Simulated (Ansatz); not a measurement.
**Lattice dynamics of Y2NO2 monolayer**

Task: relax Y2NO2 monolayer, then find its harmonic phonons.

Main program and level: Ansatz 0.2.0; DFT PBEsol, scalar-relativistic, plane waves, PAW; PAW set soft_1.

Most raw output is cut from this account.

## 1. Set-up

The cell holds 5 atoms: 1 N, 2 Y and 2 O. Its edges and angles: a = 3.600 Å, b = 3.600 Å, c = 20.000 Å, α = 90.0°, β = 90.0°, γ = 120.0°. Vacuum lies along c.

## 2. Rough relaxation

The start is far from rest, so a relaxation with loose tolerances brings it close first.

The program solves this slab on a cell height of its own, 32.6 Å, in place of the one typed.

Input file input.yaml:

```yaml
crystal:
  lattice:
    - [3.6, 0.0, 0.0]
    - [-1.8, 3.11769, 0.0]
    - [0.0, 0.0, 20.0]
  atoms:
    - { symbol: "N", position: [0.0, 0.0, 0.5] }
    - { symbol: "Y", position: [0.333333, 0.666667, 0.56] }
    - { symbol: "Y", position: [0.666667, 0.333333, 0.44] }
    - { symbol: O, position: [0.666667, 0.333333, 0.61] }
    - { symbol: O, position: [0.333333, 0.666667, 0.39] }
  periodic: [true, true, false]
kpoints:
  mp_grid: { grid: [6, 6, 1] }
hamiltonian:
  xc: pbesol
  pseudopotentials: { kind: paw, azcp: { folder: soft_1 }, xc_functional: pbe }
scf:
  occupations: { method: gaussian, width: 0.1 }
output:
  forces: true
  stress: true
  eigenvalues: true
relax:
  adjacent_minimum: "off"
  f_tol: 0.05
  max_steps: 80
  cell: { stress_2d_tol: 0.02 }
```

Launch:

```bash
ansatz run input.yaml --threads 4 --pin off --max-ram 16384MiB --backend cpu --events-out ev --progress --plain --runs-dir out
```

Run time: 14 s. Hardware: 4 threads of Arm Neoverse V2, shared host; peak memory 0.67 GiB.

This run has no spin polarisation although its electron count is odd.

The steps of the relaxation:

```tsv
step	energy less that of the first step (eV)	largest force component (eV/Å)	volume (Å³)
1	0.0000	4.3791	365.89
2	-1.1076	0.8084	364.36
3	-1.2504	0.1943	345.05
4	-1.2578	0.0333	347.83
5	-1.2582	0.0059	347.46
6*	-1.2534	0.0059	347.46
7	-1.2535	0.0003	347.22
8*	-1.2534	0.0003	347.22
```

Relaxation steps marked * repeat the geometry before them on a plane-wave basis chosen anew for their cell, so energy and pressure can jump there.

The run keeps the 12 symmetry operations that it works with, so distortions that break them were not tested.

```tsv
cell as run	before	after	change
a (Å)	3.600	3.507	-2.6 %
b (Å)	3.600	3.507	-2.6 %
```

The atoms that moved most (Å, along periodic axes as changes of fractional coordinates times the final cell, across vacuum about the mean position):

```tsv
atom	dx	dy	dz	length
Y2	0.000	0.000	0.308	0.308
Y3	0.000	0.000	-0.308	0.308
O5	0.000	0.000	-0.072	0.072
O4	0.000	0.000	0.072	0.072
```

The relaxed structure:

```
N Y O
1.0
     3.50692    0.00000    0.00000
    -1.75346    3.03708    0.00000
     0.00000    0.00000   32.60000
N Y O
1 2 2
Direct
  0.00000 0.00000 0.30675
  0.33333 0.66667 0.35301
  0.66667 0.33333 0.26049
  0.66667 0.33333 0.37644
  0.33333 0.66667 0.23706
```

This step gave:

```
gap on the k-mesh : 0 eV
area per atom     : 2.13 Å²
```

The relaxation ends with a largest force component of 3.2e-4 eV/Å.

## 3. Relaxation

Harmonic phonons are second derivatives at a point where the forces vanish, and they are wanted at zero stress, so atoms and cell are relaxed first.

input.yaml, the sections that differ from step 2:

```yaml
crystal:
  lattice:
    - [3.5069163742, 0.0, 0.0]
    - [-1.7534581871, 3.037078669, 0.0]
    - [0.0, 0.0, 32.6]
  atoms:
    - { symbol: "N", position: [0.0, 0.0, 0.3067484663] }
    - { symbol: "Y", position: [0.3333333333, 0.6666666667, 0.3530050415] }
    - { symbol: "Y", position: [0.6666666667, 0.3333333333, 0.260491891] }
    - { symbol: O, position: [0.6666666667, 0.3333333333, 0.3764363703] }
    - { symbol: O, position: [0.3333333333, 0.6666666667, 0.2370605622] }
  periodic: [true, true, false]
kpoints:
  mp_grid: { grid: [12, 12, 1] }
relax:
  adjacent_minimum: "off"
  f_tol: 0.005
  max_steps: 80
  cell: { stress_2d_tol: 0.02 }
# hamiltonian, scf, output: as in step 2
```

It took 14 s on 4 threads; peak memory 0.71 GiB; 54 s of CPU time.

Relaxation path:

```tsv
step	energy less that of the first step (eV)	largest force component (eV/Å)	volume (Å³)
1	0.0000	0.0265	347.22
2	0.0003	0.0190	348.04
3	0.0000	0.0017	347.71
4*	-0.0002	0.0017	347.71
```

Relaxation steps marked * repeat the geometry before them on a plane-wave basis chosen anew for their cell, so energy and pressure can jump there.

Forces are held to the 12 operations that the run works with; a distortion that breaks them can't arise in this run.

```tsv
cell as run	before	after	change
a (Å)	3.507	3.509	+0.1 %
b (Å)	3.507	3.509	+0.1 %
```

Final coordinates:

```xyz
5
Lattice="3.5094 0.0000 0.0000 -1.7547 3.0392 0.0000 0.0000 0.0000 32.6000" Properties=species:S:1:pos:R:3
N     0.0000    0.0000   10.0000
Y     0.0000    2.0262   11.5063
Y     1.7547    1.0131    8.4937
O     1.7547    1.0131   12.2656
O     0.0000    2.0262    7.7344
```

This step gave:

| Quantity | Value |
| --- | --- |
| area per atom | 2.133 Å² |

## 4. Tight relaxation

Phonons need a cell at rest on their own settings, so the relaxation is repeated with tight tolerances on forces and stress on the k mesh and occupations of the first response run.

input.yaml, the sections that differ from step 3:

```yaml
crystal:
  lattice:
    - [3.5094184263, 0.0, 0.0]
    - [-1.7547092132, 3.0392455097, 0.0]
    - [0.0, 0.0, 32.6]
  atoms:
    - { symbol: "N", position: [0.0, 0.0, 0.3067484663] }
    - { symbol: "Y", position: [0.3333333333, 0.6666666667, 0.3529527428] }
    - { symbol: "Y", position: [0.6666666667, 0.3333333333, 0.2605441897] }
    - { symbol: O, position: [0.6666666667, 0.3333333333, 0.3762438859] }
    - { symbol: O, position: [0.3333333333, 0.6666666667, 0.2372530466] }
  periodic: [true, true, false]
scf:
  occupations: { method: methfessel_paxton, width: 0.2 }
relax:
  adjacent_minimum: "off"
  f_tol: 0.001
  max_steps: 60
  cell: { stress_2d_tol: 0.002 }
# kpoints, hamiltonian, output: as in step 3
```

It took 21 s on 4 threads; peak memory 0.71 GiB.

Little changed from the start: no atom moved by 0.005 Å and no cell edge by 0.1 %.

The largest force component left is 0.0080 meV/Å, within the tolerances set.

## 5. Zone-centre response

The zone centre comes first: it holds the modes that light can see, as far as symmetry allows. No field response is asked, since the mesh shows no gap.

input.yaml, the sections that differ from step 4:

```yaml
crystal:
  lattice:
    - [3.5090772296, 0.0, 0.0]
    - [-1.7545386148, 3.0389500247, 0.0]
    - [0.0, 0.0, 32.6]
  atoms:
    - { symbol: "N", position: [0.0, 0.0, 0.3067484663] }
    - { symbol: "Y", position: [0.3333333333, 0.6666666667, 0.353032867] }
    - { symbol: "Y", position: [0.6666666667, 0.3333333333, 0.2604640655] }
    - { symbol: O, position: [0.6666666667, 0.3333333333, 0.3762943754] }
    - { symbol: O, position: [0.3333333333, 0.6666666667, 0.2372025571] }
  periodic: [true, true, false]
output:
  eigenvalues: true
phonons:
  method: dfpt
# kpoints, hamiltonian, scf: as in step 4
# relax: removed
```

Wall time 2.4 min (4 threads); peak memory 1.6 GiB; 9 min of CPU time.

This step gave:

| Property | Result |
| --- | --- |
| sum-rule residual before enforcement | 8.91e-5 eV/Å² |
| point group | -3m |
| highest optical mode at the zone centre (no LO-TO term) | 451.3 cm⁻¹ |
| lowest optical zone-centre mode | 86.55 cm⁻¹ |

Patterns of degenerate modes are one choice out of their space. The modes at Γ (shares of kinetic energy by element, %):

```tsv
mode	frequency (cm⁻¹)	symmetry	N %	Y %	O %
1	0.0	acoustic	6	79	14
2	0.0	acoustic	6	79	14
3	0.0	acoustic	6	79	14
4	86.5	Eg	0	86	14
5	86.5	Eg	0	86	14
6	137.7	A1g	0	85	15
7	302.3	Eu	92	8	0
8	302.3	Eu	92	8	0
9	347.9	A2u	35	20	45
10	401.6	A1g	0	15	85
11	413.6	Eg	0	14	86
12	413.6	Eg	0	14	86
13	444.5	Eu	2	12	86
14	444.5	Eu	2	12	86
15	451.3	A2u	59	0	41
```

Displacements in mode 5 (86.5 cm⁻¹), the largest set to 1:
```
N1   0.00  0.00  0.00
Y2   0.79  1.00  0.00
Y3  -0.79 -1.00  0.00
O4   0.77  0.97  0.00
O5  -0.77 -0.97  0.00
```

Displacements in mode 10 (401.6 cm⁻¹), the largest set to 1:
```
N1   0.00  0.00  0.00
Y2   0.00  0.00  0.18
Y3   0.00  0.00 -0.18
O4   0.00  0.00 -1.00
O5   0.00  0.00  1.00
```

Before it was imposed, the acoustic sum rule was missed by 8.9e-5 eV/Å². Small misses are needed for a sound result but don't prove that mesh and cutoff are converged. The lowest optical mode is real, 86.5 cm⁻¹.

## 6. The dispersion

Stability and thermal properties need the whole zone. Linear response on a 6×6×1 q mesh gives force constants as far as a supercell of that size would.

Edit input.yaml of step 5 so:

```diff
@@ -23 +23,10 @@
   method: dfpt
+  qmesh: [6, 6, 1]
+  temperatures: { t_max: 1000, t_step: 50 }
+  qpath:
+    path:
+      - [0.0, 0.0, 0.0]
+      - [0.5, 0.0, 0.0]
+      - [0.33333333, 0.33333333, 0.0]
+      - [0.0, 0.0, 0.0]
+    npoints: 10
```

Run time: 32 min. Hardware: 4 threads; peak memory 2.8 GiB; 2.1 h of CPU time.

Numbers from this step:

- sum-rule residual before enforcement: 2.51e-5 eV/Å²
- lowest frequency on the path: 0 cm⁻¹
- highest frequency on the path or at a solved wavevector: 541.8 cm⁻¹
- mean frequency: 288.7 cm⁻¹
- lowest mode on the q mesh (acoustic modes at Γ apart): 41.15 cm⁻¹
- zero-point energy per atom: 53.68 meV
- heat capacity at 300 K: 20.80 J/(mol atoms K)
- vibrational entropy at 300 K: 23.15 J/(mol atoms K)
- edges of the widest gap between branches, on path and mesh: 193.7, 281.5 cm⁻¹

Frequencies (cm⁻¹) solved at each irreducible wavevector; negative means imaginary. Frequencies by wavevector, by row:

```tsv
q in reciprocal lattice units	star	mode 1	mode 2	mode 3	mode 4	mode 13	mode 14	mode 15
0 0 0	1	0	0	0	86.5	444.5	444.5	451.3
0 0.1667 0	6	41.1	60.8	102.4	103.7	438.7	456.3	505.7
0 0.3333 0	6	86.9	108.8	124.2	130.6	427	491.9	527.2
0 -0.5 0	3	110.6	122.6	125.3	143.3	421.3	495.6	541.8
0.1667 0.1667 0	6	74.3	115.2	116.4	138.4	433.7	479.4	521.6
0.1667 0.3333 0	12	107.2	120.2	148.3	158.1	428.5	500	524.5
0.3333 0.3333 0	2	120.4	120.4	157.6	157.6	435	507.4	507.4
```

Interpolated from a 6×6×1 q mesh. The phonon branches at the labelled points (cm⁻¹):

```tsv
point	branch 1	branch 2	branch 3	branch 4	branch 12	branch 13	branch 14	branch 15
Γ	0	0	0	86	414	444	444	451
halfway	66	88	117	122	417	434	472	524
M	111	123	125	143	418	421	496	542
halfway	114	120	150	156	426	428	496	530
K	120	120	158	158	434	435	507	507
halfway	74	115	116	138	422	434	479	522
Γ	0	0	0	86	414	444	444	451
```

The phonon density of states has structure finer than the step of the table below, so its rows give means over 20 cm⁻¹, whole bins alone (the curve runs from 2.5 to 542 cm⁻¹). Peaks (cm⁻¹: height): 122.5: 0.120, 157.5: 0.0531, 182.5: 0.0805, 297.5: 0.140, 372.5: 0.150, 422.5: 0.0965, 497.5: 0.0743.

Tetrahedra on a 24×24×1 mesh, mean over bins of 5 cm-1. Interpolated from a 6×6×1 q mesh. Phonon density of states against wavenumber; means over each step:

```tsv
wavenumber (cm⁻¹)	phonon density of states (1/cm⁻¹/cell)
20	0.00362
40	0.00647
60	0.0102
80	0.0166
100	0.0355
120	0.0742
140	0.0428
160	0.0432
180	0.0573
200	0.00916
220	0
240	0
260	0
280	0.0304
300	0.0742
320	0.0154
340	0.0179
360	0.0458
380	0.0507
400	0.0108
420	0.0722
440	0.0348
460	0.00981
480	0.0108
500	0.0338
520	0.0329
```

The partial phonon density of states has structure finer than the step of the table below, so its rows give means over 20 cm⁻¹, whole bins alone (the curve runs from -10 to 567 cm⁻¹). Peaks (cm⁻¹: height): N 295.0: 0.0956, 371.3: 0.0343; O 182.5: 0.0118, 374.9: 0.0490, 422.1: 0.0826, 498.4: 0.0440, 523.8: 0.0334; Y 120.7: 0.0863, 153.4: 0.0437, 182.5: 0.0546, 422.1: 0.0112.

Phonopy on the run's constants, 19x19x1 mesh, Gaussian sigma 4.1 cm-1. Interpolated from a 6×6×1 q mesh. Table of partial phonon density of states by wavenumber; means over each step; values in 1/cm⁻¹/cell:

```tsv
wavenumber (cm⁻¹)	N	O	Y
0	7.3e-5	1.7e-4	9.5e-4
20	2.0e-4	4.5e-4	0.00263
40	3.7e-4	8.7e-4	0.00547
60	4.6e-4	0.00119	0.00857
80	5.2e-4	0.00179	0.0146
100	5.5e-4	0.00353	0.0315
120	0.00107	0.00826	0.0639
140	1.7e-4	0.00532	0.0375
160	5.7e-4	0.00631	0.0368
180	0.00149	0.00939	0.0450
200	6.3e-4	0.00184	0.00783
220	0	0	3.7e-7
240	0	0	0
260	3.1e-5	6.5e-6	4.2e-6
280	0.0243	0.00432	0.00325
300	0.0604	0.00588	0.00619
320	0.00722	0.00596	0.00247
340	0.00629	0.00778	0.00373
360	0.0136	0.0250	0.00780
380	0.0170	0.0285	0.00448
400	0.00275	0.00802	0.00114
420	0.00127	0.0612	0.00822
440	5.5e-4	0.0311	0.00387
460	6.3e-4	0.00834	8.8e-4
480	7.7e-4	0.0102	6.8e-4
500	0.00209	0.0297	0.00111
520	0.00513	0.0260	0.00121
540	0.00182	0.00901	2.2e-4
```

Harmonic thermodynamic functions per atom, from the density of states. Interpolated from a 6×6×1 q mesh. Thermodynamic functions, by row:

```tsv
T (K)	F_vib (meV/atom)	S (J/mol-atom/K)	C_V (J/mol-atom/K)
0	53.68	0	0
100	51.38	6.141	9.404
200	40.15	15.38	17.27
300	20.03	23.15	20.8
400	-7.31	29.39	22.43
500	-40.5	34.49	23.27
600	-78.53	38.78	23.75
700	-120.7	42.47	24.06
800	-166.4	45.69	24.26
900	-215.3	48.56	24.4
1000	-267	51.14	24.5
```

Symmetry leaves 7 wavevectors to solve. The lowest mode among them, the acoustic zeros apart, lies at q = (0, 0.167, 0) and is real, 41.1 cm⁻¹.

## 7. Isotope substitution, element N, natural mass 14.007 amu

An isotope changes the mass and not the force constants, so no new electronic calculation is needed; the shifts show which modes move this element.

The same force constants with the mass of N changed from 14.007 to 15.000 u (phonopy, no LO-TO term). Both lists are sorted by frequency; levels can cross, so a row need not hold one and the same mode. Modes under 3 cm⁻¹ are left out. Isotope shifts, by row, the first 40 of 57 rows:

```tsv
q	rank	natural mass (cm⁻¹)	changed mass (cm⁻¹)
0 0 0	4	86.55	86.55
0 0 0	5	86.55	86.55
0 0 0	6	137.7	137.7
0 0 0	7	302.3	292.9
0 0 0	8	302.3	292.9
0 0 0	9	347.9	343.4
0 0 0	10	401.6	401.6
0 0 0	11	413.6	413.6
0 0 0	12	413.6	413.6
0 0 0	13	444.5	442.7
0 0 0	14	444.5	444.2
0 0 0	15	451.3	444.2
0 0.1667 0	1	41.15	41.08
0 0.1667 0	2	60.79	60.68
0 0.1667 0	3	102.4	102.4
0 0.1667 0	4	103.7	103.5
0 0.1667 0	5	134.3	134.3
0 0.1667 0	6	141.7	141.7
0 0.1667 0	7	292.1	283.3
0 0.1667 0	8	298.8	289.4
0 0.1667 0	9	308.8	304
0 0.1667 0	10	377.4	376.9
0 0.1667 0	11	410.6	406.9
0 0.1667 0	12	416.7	416.7
0 0.1667 0	13	438.7	438.5
0 0.1667 0	14	456.3	456.3
0 0.1667 0	15	505.7	501.6
0 0.3333 0	1	86.87	86.81
0 0.3333 0	2	108.8	108.7
0 0.3333 0	3	124.2	124.2
0 0.3333 0	4	130.6	130.6
0 0.3333 0	5	174.4	174.4
0 0.3333 0	6	185.8	185.5
0 0.3333 0	7	282.1	275.3
0 0.3333 0	8	295.4	285.8
0 0.3333 0	9	328.8	323.2
0 0.3333 0	10	373	370.8
0 0.3333 0	11	381.1	376.6
0 0.3333 0	12	418.2	418.2
0 0.3333 0	13	427	426.8
```

A mode of this element alone would shift by -3.37 %. The highest zone-centre frequency without the field goes from 451.3 to 444.2 cm⁻¹ (-1.6 %). The product of the frequency ratios over all optical modes at Γ is 0.908; the product rule, (m/m′)^(3k/2) (M′/M)^(3/2) with k = 1 such atoms and M the mass of the cell, gives 0.908.

## 8. Another isotope, element O, natural mass 15.999 amu

The same for O, from 16.00 to 18.00 u.

The same force constants with the mass of O changed from 15.999 to 17.999 u (phonopy, no LO-TO term). Both lists are sorted by frequency; levels can cross, so a row need not hold one and the same mode. Modes under 3 cm⁻¹ are left out. Isotope shifts, by row, the first 40 of 57 rows:

```tsv
q	rank	natural mass (cm⁻¹)	changed mass (cm⁻¹)
0 0 0	4	86.55	85.77
0 0 0	5	86.55	85.77
0 0 0	6	137.7	136.4
0 0 0	7	302.3	302.2
0 0 0	8	302.3	302.2
0 0 0	9	347.9	338.1
0 0 0	10	401.6	382.2
0 0 0	11	413.6	393.4
0 0 0	12	413.6	393.4
0 0 0	13	444.5	422.8
0 0 0	14	444.5	422.8
0 0 0	15	451.3	441.7
0 0.1667 0	1	41.15	40.84
0 0.1667 0	2	60.79	60.26
0 0.1667 0	3	102.4	101.5
0 0.1667 0	4	103.7	102.7
0 0.1667 0	5	134.3	133.1
0 0.1667 0	6	141.7	140.8
0 0.1667 0	7	292.1	290.9
0 0.1667 0	8	298.8	298.7
0 0.1667 0	9	308.8	301.7
0 0.1667 0	10	377.4	359.5
0 0.1667 0	11	410.6	395.4
0 0.1667 0	12	416.7	396.4
0 0.1667 0	13	438.7	417.4
0 0.1667 0	14	456.3	433.2
0 0.1667 0	15	505.7	486.9
0 0.3333 0	1	86.87	86.46
0 0.3333 0	2	108.8	107.9
0 0.3333 0	3	124.2	123.2
0 0.3333 0	4	130.6	129.5
0 0.3333 0	5	174.4	172.8
0 0.3333 0	6	185.8	184.2
0 0.3333 0	7	282.1	278.4
0 0.3333 0	8	295.4	295.3
0 0.3333 0	9	328.8	320.8
0 0.3333 0	10	373	359.2
0 0.3333 0	11	381.1	370.1
0 0.3333 0	12	418.2	397.4
0 0.3333 0	13	427	406.1
```

A mode of this element alone would shift by -5.72 %. The highest zone-centre frequency without the field goes from 451.3 to 441.7 cm⁻¹ (-2.1 %). The product of the frequency ratios over all optical modes at Γ is 0.721; the product rule, (m/m′)^(3k/2) (M′/M)^(3/2) with k = 2 such atoms and M the mass of the cell, gives 0.721.

## 9. Outcome

```
space group after relaxation (within 0.01 Å)            : P-3m1
area per atom                                           : 2.13 Å²
electronic character                                    : no gap on this mesh
highest optical mode at the zone centre (no LO-TO term) : 451 cm⁻¹
lowest optical zone-centre mode                         : 86.5 cm⁻¹
lowest mode on the q mesh (acoustic modes at Γ apart)   : 41.1 cm⁻¹
highest frequency on the path or at a solved wavevector : 542 cm⁻¹
zero-point energy per atom                              : 53.7 meV
heat capacity at 300 K                                  : 20.8 J/(mol atoms K)
vibrational entropy at 300 K                            : 23.2 J/(mol atoms K)
imaginary modes on the 6×6×1 q mesh                     : none
```

In words: The structure is a minimum as far as tested: no mode is imaginary at the 7 irreducible wavevectors of the 6×6×1 mesh, and the softest away from the acoustic zeros lies at 41 cm⁻¹. The optical modes at Γ span 87 to 451 cm⁻¹. On the path and the mesh, the widest gap between branches runs from 194 to 282 cm⁻¹. With no gap, or one that is small against the smearing, the frequencies hang on the k mesh and the smearing, most of all near Kohn anomalies. The phonon runs are without spin polarisation, although the cell has an odd electron count. In a sheet or slab the interpolated bending branch near Γ is rough, since the rotational sum rule isn't imposed. The PAW files were made for PBE and serve the other functionals too. A phonon run warned that its eigensolver left some bands unconverged in a pass. The starting cell was built on a prototype and not taken from a measurement. These are harmonic frequencies at zero temperature: anharmonic shifts, linewidths and thermal expansion are left out.

[Logs are printed without paths, hosts, clocks, repeated set-up lines and the standing remarks that a program may print on its own settings, such as how far it seeks lower states.]

[Hosts, paths, dates, database ids (printed as entryN), source tags and the programs' standing remarks are cut or masked in the printed files.]
